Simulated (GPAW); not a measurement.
# Surface energy and work function of Na(100) from slabs of 4 to 14 layers (LDA)

How do energy and work function of Na(100) films settle with thickness, and what surface energy follows?

Set-up. GPAW 26.7.0, plane waves at 450 eV with PAW setups; symmetric 1×1 slabs cut at the tabulated lattice constant (two decimals; low-temperature values for the alkali metals), atoms at bulk places, 7.5 Å of vacuum on each side, one in-plane mesh for all thicknesses, Fermi-Dirac smearing of 0.1 eV. Energies are extrapolated to zero smearing and count from the program's reference atoms. Functional LDA. The cell's area is 17.893 Å².

The runs, one held back:

```
layers  energy (eV)  work function (eV)
     4      −5.2432                2.83
     5      −6.7076                2.72
     6      −8.1764                2.79
     7      −9.6249                2.78
     8     −11.0865                2.76
     9     −12.5464                2.79
    10     −13.9985                2.76
    11     −15.4651                2.77
    12     −16.9162                2.77
    14            ?                   ?
```

To predict: What surface energy do these runs give, and what energy and work function should the 14-layer slab have?

**Working.** A slab of n layers has E(n) = nε + 2Aγ once its middle is bulk-like. A line through n = 6 to 12 has the slope ε = −1.4576 eV a layer and the intercept 2Aγ = 0.5732 eV (r.m.s. residual 3.5 meV). So γ = 0.5732 / (2 × 17.893 Å²) = 0.0160 eV/Å² = 0.26 J/m², with a standard error of under 0.01 J/m² from the scatter about the line. For 14 layers: 0.5732 + 14 × (−1.4576) = −19.833 eV; the run gives −19.836 eV, 3.3 meV under the line. The work function has no such law: from 6 to 12 layers it moves between 2.76 and 2.79 eV (mean 2.77), and the 14-layer slab gives 2.77 eV. The thinnest slab, 4 layers, lies +0.06 eV from that mean. The values go up and down with thickness, as expected where levels confined across the film cross the Fermi level one by one.

Caveats: The surfaces are unrelaxed, so γ is an upper bound for this functional and lattice constant. The tabulated lattice constant isn't the functional's own, which strains the slab a little.

[Logs are printed without paths, hosts, clocks, repeated set-up lines and the standing remarks that a program may print on its own settings, such as how far it seeks lower states.]
